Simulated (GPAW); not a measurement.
# B K-edge XANES of Mn2B (I4/mcm)

What does one-electron theory with a core hole give for the B K edge of Mn2B (I4/mcm)?

Program: GPAW 26.7.0. Level of theory: X-ray absorption from dipole matrix elements to empty bands, plane-wave PAW LDA. Results are calculated unless marked as measured.

### Step 1. The starting structure

The structure is tetragonal, space group I4/mcm (No. 140). Conventional cell: a = 5.148 Å, b = 5.148 Å, c = 4.208 Å, α = 90.00°, β = 90.00°, γ = 90.00°. Mn has 4 B at 2.20 Å and 3 Mn at 2.37 to 2.46 Å nearest. Nearest to B lie 2 B at 2.10 Å and 8 Mn at 2.20 Å. Farther neighbours are not listed.

### Step 2. Ground state of the crystal

The ground state comes first: it tells whether the system has a gap, which decides how the excited electron is treated.

scf.py reads:

```python
import numpy as np
from ase import Atoms
from ase.parallel import parprint, paropen
from gpaw import GPAW, PW, FermiDirac, Mixer, MixerDif, setup_paths
from gpaw.test import gen
setup_paths.insert(0, '.')
gen('B', name='nch1s', xcname='LDA', corehole=(1, 0, 0), write_xml=True)
from gpaw.mpi import world
world.barrier()

atoms = Atoms('Mn4B2',
    cell=[[-2.574, 2.574, 2.104],
     [2.574, -2.574, 2.104],
     [2.574, 2.574, -2.104]],
    scaled_positions=[[0.837, 0.663, 0.5],
     [0.337, 0.837, 0.174],
     [0.163, 0.337, 0.5],
     [0.663, 0.163, 0.826],
     [0.75, 0.75, 0],
     [0.25, 0.25, 0]],
    magmoms=[4.0, 4.0, 4.0, 4.0, 0.0, 0.0],
    pbc=True)
atoms.calc = calc = GPAW(legacy_gpaw=True, mode=PW(430, force_complex_dtype=True), xc='LDA', setups={4: 'nch1s'},
    kpts={'size': (8, 8, 8), 'gamma': True}, occupations=FermiDirac(0.05),
    charge=0, mixer=MixerDif(0.05, 8, 50), maxiter=150,
    convergence={'density': 0.0001, 'eigenstates': 1e-6}, txt='scf.txt')
energy = atoms.get_potential_energy() + calc.get_reference_energy()
ef = calc.get_fermi_level()
out = dict(energy=energy, fermi=ef, forces=atoms.get_forces().tolist(), magmoms=atoms.get_magnetic_moments().tolist())
parprint(f'all-electron energy {energy:.4f} eV, Fermi level {ef:.4f} eV')
ev = np.array([[calc.get_eigenvalues(k, s) for k in range(len(calc.get_ibz_k_points()))] for s in range(calc.get_number_of_spins())])
out['homo'], out['lumo'], out['counts'] = ev[ev < ef].max(), ev[ev > ef].min(), sorted(set((ev < ef).sum((0, 2)).tolist()))
out['filled'] = (ev[:, 0] < ef).sum(1).tolist()
import json
with paropen('out.json', 'w') as f:
    json.dump(out, f)
```

Command:

```
OMP_NUM_THREADS=1 mpirun -n 4 gpaw python scf.py
```

Numbers of over 12 decimals in the logs are rounded to 6 here.

The log of the run:

```text
Input parameters:
  convergence: {density: 0.0001,
                eigenstates: 1e-06}
  kpts: {gamma: True,
         size: (8, 8, 8)}
  maxiter: 150
  mixer: {backend: pulay,
          beta: 0.05,
          method: difference,
          nmaxold: 8,
          weight: 50}
  mode: {ecut: 430.0,
         force_complex_dtype: True,
         name: pw}
  occupations: {fixmagmom: False,
                name: fermi-dirac,
                width: 0.05}
  setups: {4: nch1s}

Initialize ...

[... PAW data sets ...]

Reference energy: -127147.116467  # eV

Spin-polarized calculation.
Initial magnetic moment: 16.000000

[... convergence settings ...]
Symmetries present (total): 4
  [... symmetry matrices ...]

512 k-points: 8 x 8 x 8 Monkhorst-Pack grid + [1/16,1/16,1/16]
78 k-points in the irreducible part of the Brillouin zone
       k-points in crystal coordinates                weights
   0:     0.00000000    0.00000000    0.00000000          1/512
   1:     0.12500000   -0.12500000    0.00000000          4/512
   2:     0.12500000   -0.12500000    0.12500000          4/512
   3:     0.12500000    0.00000000    0.00000000          8/512
   4:     0.12500000    0.12500000   -0.12500000          2/512
   5:     0.25000000   -0.25000000   -0.12500000          4/512
   6:     0.25000000   -0.25000000    0.00000000          4/512
   7:     0.25000000   -0.25000000    0.12500000          4/512
   8:     0.25000000   -0.25000000    0.25000000          4/512
   9:     0.25000000   -0.12500000   -0.12500000          8/512
          ...
  77:     0.50000000    0.50000000    0.50000000          1/512

Wave functions: Plane wave expansion
  Cutoff energy: 430.000 eV
  Number of coefficients (min, max): 1115, 1151
  Pulay-stress correction: 0.000000 eV/Ang^3 (de/decut=0.000000)
  Using FFTW library
  Wavefunction extrapolation:
    Improved wavefunction reuse through dual PAW basis

Occupation numbers: Fermi-Dirac:
  width: 0.0500  # eV

Eigensolver
   Davidson(niter=2)

Densities:
  Coarse grid: 21*21*21 grid
  Fine grid: 42*42*42 grid
  Total Charge: 0.000000

Density mixing:
  Method: difference
  Backend: pulay
  Linear mixing parameter: 0.05
  old densities: 8
  Width of damping distribution: 1.1
  Damping of long wavelength oscillations: 50

[... Hamiltonian set-up ...]
Number of atoms: 6
Number of atomic orbitals: 60
Number of bands in calculation: 54
Number of valence electrons: 66
Bands to converge: occupied

... initialized

Initializing position-dependent things.

Density initialized from atomic densities
Creating initial wave functions:
  54 bands from LCAO basis set

        B  Mn

        B  Mnn
            Mn

Atomic positions and initial magnetic moments

Positions:
   0 Mn     0.839124    1.734876    2.104000    ( 0.0000,  0.0000,  4.0000)
   1 Mn     1.734876   -0.839124    2.104000    ( 0.0000,  0.0000,  4.0000)
   2 Mn     1.734876    0.839124    0.000000    ( 0.0000,  0.0000,  4.0000)
   3 Mn     0.839124    3.413124    0.000000    ( 0.0000,  0.0000,  4.0000)
   4 B      0.000000    0.000000    3.156000    ( 0.0000,  0.0000,  0.0000)
   5 B      0.000000    0.000000    1.052000    ( 0.0000,  0.0000,  0.0000)

Unit cell:
           periodic     x           y           z      points  spacing
  1. axis:    yes   -2.574000    2.574000    2.104000    21     0.1551
  2. axis:    yes    2.574000   -2.574000    2.104000    21     0.1551
  3. axis:    yes    2.574000    2.574000   -2.104000    21     0.1733

  Lengths:   4.204494   4.204494   4.204494
  Angles:  104.502197 104.502197 119.944821

Effective grid spacing dv^(1/3) = 0.1819

iter:   1   -58.008327                   +16.0305
iter:   2   -59.954509   -0.86  -1.51    +11.0334
iter:   3   -60.773788   -1.81  -1.54    +5.8745
iter:   4   -60.560786   -2.32  -1.60    +4.1569
iter:   5   -60.568909   -2.68  -1.76    +2.7607
iter:   6   -60.712231   -3.08  -1.92    +1.5214
iter:   7   -60.757274   -3.06  -2.27    +0.2853
iter:   8   -60.756374   -4.62  -2.90    +0.2711
iter:   9   -60.755704c  -4.94  -3.01    +0.2274
iter:  10   -60.755454c  -5.30  -3.13    +0.2087
iter:  11   -60.756240c  -4.89  -3.79    +0.0049
iter:  12   -60.756195c  -6.20c -3.99    -0.0105
iter:  13   -60.756195c  -7.44c -4.41c   -0.0073

Converged after 13 iterations.

Dipole moment: (-0.000000, 0.000000, 0.000000) |e|*Ang

Total magnetic moment: (0.000000, 0.000000, -0.007294)
Local magnetic moments:
   0 Mn ( 0.000000,  0.000000, -0.001854)
   1 Mn ( 0.000000,  0.000000, -0.001854)
   2 Mn ( 0.000000,  0.000000, -0.001854)
   3 Mn ( 0.000000,  0.000000, -0.001854)
   4 B  ( 0.000000,  0.000000,  0.000022)
   5 B  ( 0.000000,  0.000000,  0.000022)

Energy contributions relative to reference atoms: (reference = -127147.116467)

Kinetic:        -17.761673
Potential:      +11.979964
External:        +0.000000
XC:             -55.757989
Entropy (-ST):   -0.050082
Local:           +0.808544
SIC:             +0.000000
--------------------------
Free energy:    -60.781236
Extrapolated:   -60.756195

Spin contamination: 0.000330 electrons
Showing only first 2 kpts
                      Up                     Down
 Kpt  Band  Eigenvalues  Occupancy  Eigenvalues  Occupancy
  0    31     10.00530    0.99999     10.00327    0.99999
  0    32     10.00530    0.99999     10.00327    0.99999
  0    33     10.58502    0.39547     10.58255    0.40733
  0    34     10.97665    0.00026     10.97500    0.00027

  1    31      9.82562    1.00000      9.82364    1.00000
  1    32      9.93150    1.00000      9.92948    1.00000
  1    33     10.73330    0.03261     10.73082    0.03421
  1    34     10.96397    0.00033     10.96232    0.00035

Fermi level: 10.56380

No gap
No difference between direct/indirect transitions

Forces in eV/Ang:
  0 Mn   -0.19087    0.19088    0.00000
  1 Mn    0.19088    0.19087    0.00000
  2 Mn    0.19087   -0.19088    0.00000
  3 Mn   -0.19088   -0.19087    0.00000
  4 B     0.00000    0.00000    0.00001
  5 B     0.00000    0.00000   -0.00001
Scalar-relativistic atomic LDA calculation for B (Boron, Z=5)
Core hole in 1s state (1s occupation: 2.0)
300 radial gridpoints.
|------------------------------------------------|
|------------------------------------------------|
[... the atom generator's iteration count ...]

Energy contributions:
-------------------------
Kinetic:      +24.180604
XC:            -3.523894
Potential:    -45.007336
-------------------------
Total:        -24.350626

state      eigenvalue         ekin         rmax
-----------------------------------------------
1s^2.0 :    -6.565858    10.670813        0.212
2s^2.0 :    -0.344821     1.048488        1.518
2p^1.0 :    -0.136481     0.742001        1.561
-----------------------------------------------
(units: Bohr and Hartree)

Generating PAW setup
Kinetic energy of the core from tauc = 21.348427
Cutoffs:
rc(s)=1.200
rc(p)=1.200
rc(d)=1.200
rc(vbar)=1.080
rc(comp)=1.200
rc(nct)=1.200

Kinetic energy of the core states: 21.341627
Charge: 0.0
Core electrons: 2.0
Valence electrons: 3.0
Pseudo-core charge: 0.117059
Shape function alpha=6.944
Pseudo-electron charge 3.110279
state    eigenvalue         norm
--------------------------------
2s(2) :    -0.344821     1.005361
*s    :     0.655179
2p(1) :    -0.136481     0.982498
*p    :     0.863519
*d    :     0.000000
--------------------------------

Diagonalizing with gridspacing h=0.050

state   all-electron     PAW
-------------------------------
2s:      -0.344821    -0.345234
2p:      -0.136481    -0.136840
*d:                    0.041809
*f:                    0.072211
-------------------------------
all-electron energy -127207.8727 eV, Fermi level 10.5638 eV
```

Run time: 46 s. Hardware: 4 MPI ranks of AMD EPYC 9R14 (Zen 4), shared host; peak memory 0.33 GiB.

The mesh shows no gap, so the system is treated as a metal and the core electron is put at the Fermi level (neutral cell).

### Step 3. Spectrum without a core hole, B atom 5

This cheap baseline ignores the attraction of the hole: it shows the absorber's empty states as they are in the ground state. The data set with a hole of occupation 0 only carries the core orbital.

The absorber has 2 B at 2.10 Å and 8 Mn at 2.20 Å (10-fold, site symmetry 422).

xas.py reads:

```python
import numpy as np
from ase import Atoms
from ase.parallel import parprint, paropen
from gpaw import GPAW, PW, FermiDirac, Mixer, MixerDif, setup_paths
from gpaw.test import gen
setup_paths.insert(0, '.')
gen('B', name='nch1s', xcname='LDA', corehole=(1, 0, 0), write_xml=True)
from gpaw.mpi import world
world.barrier()

atoms = Atoms('Mn4B2',
    cell=[[-2.574, 2.574, 2.104],
     [2.574, -2.574, 2.104],
     [2.574, 2.574, -2.104]],
    scaled_positions=[[0.837, 0.663, 0.5],
     [0.337, 0.837, 0.174],
     [0.163, 0.337, 0.5],
     [0.663, 0.163, 0.826],
     [0.75, 0.75, 0],
     [0.25, 0.25, 0]],
    magmoms=[4.0, 4.0, 4.0, 4.0, 0.0, 0.0],
    pbc=True)
atoms.calc = calc = GPAW(legacy_gpaw=True, mode=PW(430, force_complex_dtype=True), xc='LDA', setups={4: 'nch1s'},
    kpts={'size': (10, 10, 10), 'gamma': True}, occupations=FermiDirac(0.1),
    charge=0, mixer=MixerDif(0.05, 8, 50), maxiter=150,
    convergence={'density': 0.0001, 'eigenstates': 1e-6}, txt='scf.txt')
energy = atoms.get_potential_energy() + calc.get_reference_energy()
ef = calc.get_fermi_level()
out = dict(energy=energy, fermi=ef, forces=atoms.get_forces().tolist(), magmoms=atoms.get_magnetic_moments().tolist())
parprint(f'all-electron energy {energy:.4f} eV, Fermi level {ef:.4f} eV')
ev = np.array([[calc.get_eigenvalues(k, s) for k in range(len(calc.get_ibz_k_points()))] for s in range(calc.get_number_of_spins())])
out['homo'], out['lumo'], out['counts'] = ev[ev < ef].max(), ev[ev > ef].min(), sorted(set((ev < ef).sum((0, 2)).tolist()))
out['filled'] = (ev[:, 0] < ef).sum(1).tolist()

from ase.units import Ha
from gpaw.xas import dipole_matrix_elements
nb = int(calc.get_number_of_electrons() / 2) + 56
top = nb
nscf = calc.fixed_density(kpts={'size': (6, 6, 6), 'gamma': True},
    convergence={'eigenstates': 1.0}, txt='nscf.txt')
nscf.diagonalize_full_hamiltonian(nbands=nb)
cell = atoms.cell.array
ops = [cell.T @ U.T @ np.linalg.inv(cell.T) for U in nscf.wfs.kd.symmetry.op_scc]
E = np.arange(-25, 34, 0.1)
fwhm = np.interp(E, [4, 25], [0.9, 3.5])
Y, X, zero, highest = 0, 0, 1e9, 1e9
for spin in range(nscf.get_number_of_spins()):
    wfs = nscf.wfs
    mine = wfs.bd.get_slice()  # this rank's bands
    A = dipole_matrix_elements(wfs.setups[4])
    eps = np.zeros((wfs.kd.nibzkpts, nb))
    d = np.zeros((3, A.shape[1], wfs.kd.nibzkpts, nb), complex)
    for kpt in wfs.kpt_u:
        if kpt.s == spin and 4 in kpt.P_ani:
            eps[kpt.k, mine] = kpt.eps_n * Ha
            d[:, :, kpt.k, mine] = (kpt.weight * wfs.nspins / 2) ** 0.5 * np.inner(A, kpt.P_ani[4])
    world.sum(eps)
    world.sum(d)
    T = np.einsum('amkn,bmkn->abkn', d, d.conj()).real
    T = sum(np.einsum('ai,ijkn,bj->abkn', R, T, R) for R in ops) / len(ops)
    empty = eps > ef
    zero, highest = min(zero, eps[empty].min()), min(highest, eps[:, top - 1].min())
    lines = [(eps, T, empty)] if spin == 0 else lines + [(eps, T, empty)]
for eps, T, empty in lines:
    f = np.einsum('aakn->akn', T).reshape(3, -1)
    x = eps.ravel() - zero
    w = np.interp(x, E, fwhm) / 2.35482
    g = np.exp(-0.5 * ((E[:, None] - x) / w) ** 2) / (w * (2 * np.pi) ** 0.5)
    Y = Y + (f * empty.ravel()) @ g.T
    X = X + (f * ~empty.ravel()) @ g.T
out.update(E=E.round(2).tolist(), xas=Y.tolist(), xes=X.tolist(), zero=zero, valid=highest - zero, nk=len(eps), nb=nb)
for i in range(0, len(E), 10):
    parprint(f'{E[i]:7.2f}', *(f'{v:10.3e}' for v in Y[:, i]))
import json
with paropen('out.json', 'w') as f:
    json.dump(out, f)
```

Command:

```
OMP_NUM_THREADS=1 mpirun -n 4 gpaw python xas.py
```

The log of the run:

```text
Input parameters:
  convergence: {density: 0.0001,
                eigenstates: 1e-06}
  kpts: {gamma: True,
         size: (10, 10, 10)}
  maxiter: 150
  mixer: {backend: pulay,
          beta: 0.05,
          method: difference,
          nmaxold: 8,
          weight: 50}
  mode: {ecut: 430.0,
         force_complex_dtype: True,
         name: pw}
  occupations: {fixmagmom: False,
                name: fermi-dirac,
[...]
2s:      -0.344821    -0.345234
2p:      -0.136481    -0.136840
*d:                    0.041809
*f:                    0.072211
-------------------------------
all-electron energy -127207.8707 eV, Fermi level 10.5573 eV
 -25.00 1.531e-251 1.531e-251 1.453e-251
 -24.00 8.868e-242 8.868e-242 8.914e-242
 -23.00 3.282e-232 3.282e-232 3.471e-232
 -22.00 7.762e-223 7.762e-223 8.578e-223
[...]
32.00  8.201e-04  8.201e-04  7.837e-04
  33.00  6.880e-04  6.880e-04  6.978e-04
[key lines of the parts left out:]
Converged after 12 iterations.
Dipole moment: (-0.000000, 0.000000, 0.000000) |e|*Ang
Free energy:    -60.859790
Fermi level: 10.55727
```

Run time: 1.8 min. Hardware: 4 MPI ranks; peak memory 0.57 GiB; 7.2 min of CPU time.

The B K spectrum, B atom 5, no core hole (energy from the lowest empty level; intensity scaled to a mean of 1 over the first 20 eV; polarised curves are means over the symmetry-equivalent atoms):

| E (eV) | isotropic | ε ⊥ c | ε ∥ c |
| --- | --- | --- | --- |
| -2.0 | 0.00 | 0.00 | 0.00 |
| -1.5 | 0.00 | 0.00 | 0.00 |
| -1.0 | 0.00 | 0.00 | 0.00 |
| -0.5 | 0.03 | 0.04 | 0.03 |
| 0.0 | 0.18 | 0.20 | 0.16 |
| 0.5 | 0.31 | 0.32 | 0.27 |
| 1.0 | 0.30 | 0.30 | 0.32 |
| 1.5 | 0.44 | 0.39 | 0.52 |
| 2.0 | 0.59 | 0.59 | 0.59 |
| 2.5 | 0.89 | 0.95 | 0.76 |
| 3.0 | 0.94 | 0.97 | 0.87 |
| 3.5 | 0.77 | 0.75 | 0.80 |
| 4.0 | 1.04 | 1.07 | 0.98 |
| 4.5 | 0.89 | 0.97 | 0.73 |
| 5.0 | 0.81 | 0.92 | 0.60 |
| 5.5 | 1.43 | 1.58 | 1.13 |
| 6.0 | 1.85 | 1.96 | 1.65 |
| 6.5 | 1.72 | 1.78 | 1.60 |
| 7.0 | 1.37 | 1.38 | 1.36 |
| 7.5 | 1.16 | 1.04 | 1.42 |
| 8.0 | 1.23 | 0.88 | 1.93 |
| 8.5 | 1.27 | 0.78 | 2.24 |
| 9.0 | 1.12 | 0.69 | 1.99 |
| 9.5 | 1.11 | 0.71 | 1.92 |
| 10.0 | 1.44 | 0.92 | 2.48 |
| 10.5 | 1.89 | 1.26 | 3.15 |
| 11.0 | 2.16 | 1.59 | 3.30 |
| 11.5 | 2.09 | 1.74 | 2.79 |
| 12.0 | 1.72 | 1.63 | 1.91 |
| 12.5 | 1.25 | 1.34 | 1.07 |
| 13.0 | 0.88 | 1.06 | 0.53 |
| 13.5 | 0.70 | 0.91 | 0.28 |
| 14.0 | 0.66 | 0.89 | 0.22 |
| 14.5 | 0.68 | 0.91 | 0.22 |
| 15.0 | 0.68 | 0.89 | 0.24 |
| 15.5 | 0.64 | 0.82 | 0.27 |
| 16.0 | 0.59 | 0.75 | 0.29 |
| 16.5 | 0.57 | 0.70 | 0.30 |
| 17.0 | 0.58 | 0.72 | 0.31 |
| 17.5 | 0.62 | 0.77 | 0.32 |
| 18.0 | 0.68 | 0.84 | 0.36 |
| 18.5 | 0.73 | 0.90 | 0.40 |
| 19.0 | 0.77 | 0.93 | 0.46 |
| 19.5 | 0.80 | 0.95 | 0.51 |
| 20.0 | 0.82 | 0.95 | 0.56 |
| 20.5 | 0.81 | 0.92 | 0.58 |
| 21.0 | 0.77 | 0.86 | 0.59 |
| 21.5 | 0.71 | 0.78 | 0.57 |
| 22.0 | 0.64 | 0.69 | 0.54 |
| 22.5 | 0.56 | 0.60 | 0.50 |
| 23.0 | 0.51 | 0.52 | 0.48 |
| 23.5 | 0.48 | 0.48 | 0.47 |
| 24.0 | 0.48 | 0.47 | 0.50 |
| 24.5 | 0.50 | 0.48 | 0.55 |
| 25.0 | 0.55 | 0.52 | 0.62 |
| 25.5 | 0.61 | 0.57 | 0.69 |
| 26.0 | 0.66 | 0.62 | 0.75 |
| 26.5 | 0.71 | 0.66 | 0.81 |
| 27.0 | 0.74 | 0.70 | 0.84 |
| 27.5 | 0.76 | 0.72 | 0.84 |
| 28.0 | 0.77 | 0.74 | 0.83 |
| 28.5 | 0.77 | 0.75 | 0.81 |
| 29.0 | 0.77 | 0.76 | 0.79 |
| 29.5 | 0.78 | 0.78 | 0.77 |
| 30.0 | 0.78 | 0.79 | 0.76 |
| 30.5 | 0.79 | 0.80 | 0.75 |
| 31.0 | 0.78 | 0.79 | 0.74 |
| 31.5 | 0.75 | 0.76 | 0.72 |
| 32.0 | 0.71 | 0.72 | 0.69 |

Main maxima below 24 eV (height): 2.8 eV (0.99), 4.1 eV (1.06), 6.1 eV (1.86), 8.3 eV (1.28), 11.1 eV (2.17) and 20.1 eV (0.82). A K edge sees empty p states on the absorber.

The same matrix elements for filled bands give the B K emission of B atom 5 (ground-state approximation; energy from the lowest empty level, largest value 1):

| E (eV) | emission |
| --- | --- |
| -24.00 | 0.00 |
| -23.25 | 0.00 |
| -22.50 | 0.00 |
| -21.75 | 0.00 |
| -21.00 | 0.00 |
| -20.25 | 0.00 |
| -19.50 | 0.00 |
| -18.75 | 0.00 |
| -18.00 | 0.00 |
| -17.25 | 0.00 |
| -16.50 | 0.00 |
| -15.75 | 0.00 |
| -15.00 | 0.00 |
| -14.25 | 0.00 |
| -13.50 | 0.00 |
| -12.75 | 0.00 |
| -12.00 | 0.00 |
| -11.25 | 0.01 |
| -10.50 | 0.02 |
| -9.75 | 0.05 |
| -9.00 | 0.08 |
| -8.25 | 0.11 |
| -7.50 | 0.15 |
| -6.75 | 0.28 |
| -6.00 | 0.41 |
| -5.25 | 0.51 |
| -4.50 | 0.63 |
| -3.75 | 0.87 |
| -3.00 | 0.98 |
| -2.25 | 0.45 |
| -1.50 | 0.13 |
| -0.75 | 0.11 |
| 0.00 | 0.08 |
| 0.75 | 0.00 |
| 1.50 | 0.00 |
| 2.25 | 0.00 |
| 3.00 | 0.00 |

Emission maxima: -3.2 eV (1.00).

### Step 4. Reference energy of the supercell

The photon energy needs a difference of total energies, so the cell and mesh of the coming hole run are first run without a hole.

Changes to scf.py since step 2:

```diff
@@ -10,16 +10,28 @@
 
-atoms = Atoms('Mn4B2',
-    cell=[[-2.574, 2.574, 2.104],
-     [2.574, -2.574, 2.104],
-     [2.574, 2.574, -2.104]],
-    scaled_positions=[[0.837, 0.663, 0.5],
-     [0.337, 0.837, 0.174],
-     [0.163, 0.337, 0.5],
-     [0.663, 0.163, 0.826],
-     [0.75, 0.75, 0],
-     [0.25, 0.25, 0]],
-    magmoms=[4.0, 4.0, 4.0, 4.0, 0.0, 0.0],
+atoms = Atoms('Mn12B6',
+    cell=[[0, 5.148, 0],
+     [5.148, 0, 0],
+     [-2.574, -2.574, -6.312]],
+    scaled_positions=[[0.17033333, 0.99633333, 0.66666667],
+     [0.837, 0.663, 0],
+     [0.50366667, 0.32966667, 0.33333333],
+     [0.67033333, 0.17033333, 0.66666667],
+     [0.337, 0.837, 0],
+     [0.00366667, 0.50366667, 0.33333333],
+     [0.163, 0.337, 0],
+     [0.82966667, 0.00366667, 0.33333333],
+     [0.49633333, 0.67033333, 0.66666667],
+     [0.663, 0.163, 0],
+     [0.32966667, 0.82966667, 0.33333333],
+     [0.99633333, 0.49633333, 0.66666667],
+     [0.75, 0.75, 0.5],
+     [0.41666667, 0.41666667, 0.83333333],
+     [0.08333333, 0.08333333, 0.16666667],
+     [0.91666667, 0.91666667, 0.83333333],
+     [0.58333333, 0.58333333, 0.16666667],
+     [0.25, 0.25, 0.5]],
+    magmoms=[4.0, 4.0, 4.0, 4.0, 4.0, 4.0, 4.0, 4.0, 4.0, 4.0, 4.0, 4.0, 0.0, 0.0, 0.0, 0.0, 0.0, 0.0],
     pbc=True)
-atoms.calc = calc = GPAW(legacy_gpaw=True, mode=PW(430, force_complex_dtype=True), xc='LDA', setups={4: 'nch1s'},
-    kpts={'size': (8, 8, 8), 'gamma': True}, occupations=FermiDirac(0.05),
+atoms.calc = calc = GPAW(legacy_gpaw=True, mode=PW(430, force_complex_dtype=True), xc='LDA', setups={12: 'nch1s'},
+    kpts={'size': (4, 4, 4), 'gamma': True}, occupations=FermiDirac(0.1),
     charge=0, mixer=MixerDif(0.05, 8, 50), maxiter=150,
```

Command:

```
OMP_NUM_THREADS=1 mpirun -n 4 gpaw python scf.py
```

The log of the run:

```text
Input parameters:
  convergence: {density: 0.0001,
                eigenstates: 1e-06}
  kpts: {gamma: True,
         size: (4, 4, 4)}
  maxiter: 150
  mixer: {backend: pulay,
          beta: 0.05,
          method: difference,
          nmaxold: 8,
          weight: 50}
  mode: {ecut: 430.0,
         force_complex_dtype: True,
         name: pw}
  occupations: {fixmagmom: False,
                name: fermi-dirac,
[...]
<dir> UserWarning: Initial realspace grid (25,25,35) inconsistent with symmetries.
  warnings.warn(
<dir> UserWarning: Using symmetrized grid: (35,35,35).

  warnings.warn('Using symmetrized grid: ({},{},{}).\n'.format(*N_c))
<dir> UserWarning: Initial realspace grid (25,25,35) inconsistent with symmetries.
  warnings.warn(
<dir> UserWarning: Using symmetrized grid: (35,35,35).

  warnings.warn('Using symmetrized grid: ({},{},{}).\n'.format(*N_c))
all-electron energy -381623.5849 eV, Fermi level 10.5540 eV
[key lines of the parts left out:]
Converged after 15 iterations.
Dipole moment: (-0.000000, -0.000000, -0.000000) |e|*Ang
Free energy:   -182.560618
Fermi level: 10.55399
```

Wall time 2.6 min (4 MPI ranks); peak memory 0.84 GiB.

Reference energy: -381623.585 eV with the cores included.

(Part 1 of 3 ends here.)

[Banner, clock and machine lines of the logs are left out without a mark of their own.]

[Logs are printed without paths, hosts, clocks, repeated set-up lines and the standing remarks that a program may print on its own settings, such as how far it seeks lower states.]

[Hosts, paths, dates, database ids (printed as entryN), source tags and the programs' standing remarks are cut or masked in the printed files.]

[Lists of maxima count a maximum above −3 eV only where it reaches 4 % of the highest in the window and stands out from its surroundings by 2 % of it (1.5 % where it reaches 55 %); shoulders and weaker maxima are passed over, and of the rest the first, up to two pre-edge ones and the few strongest are named.]
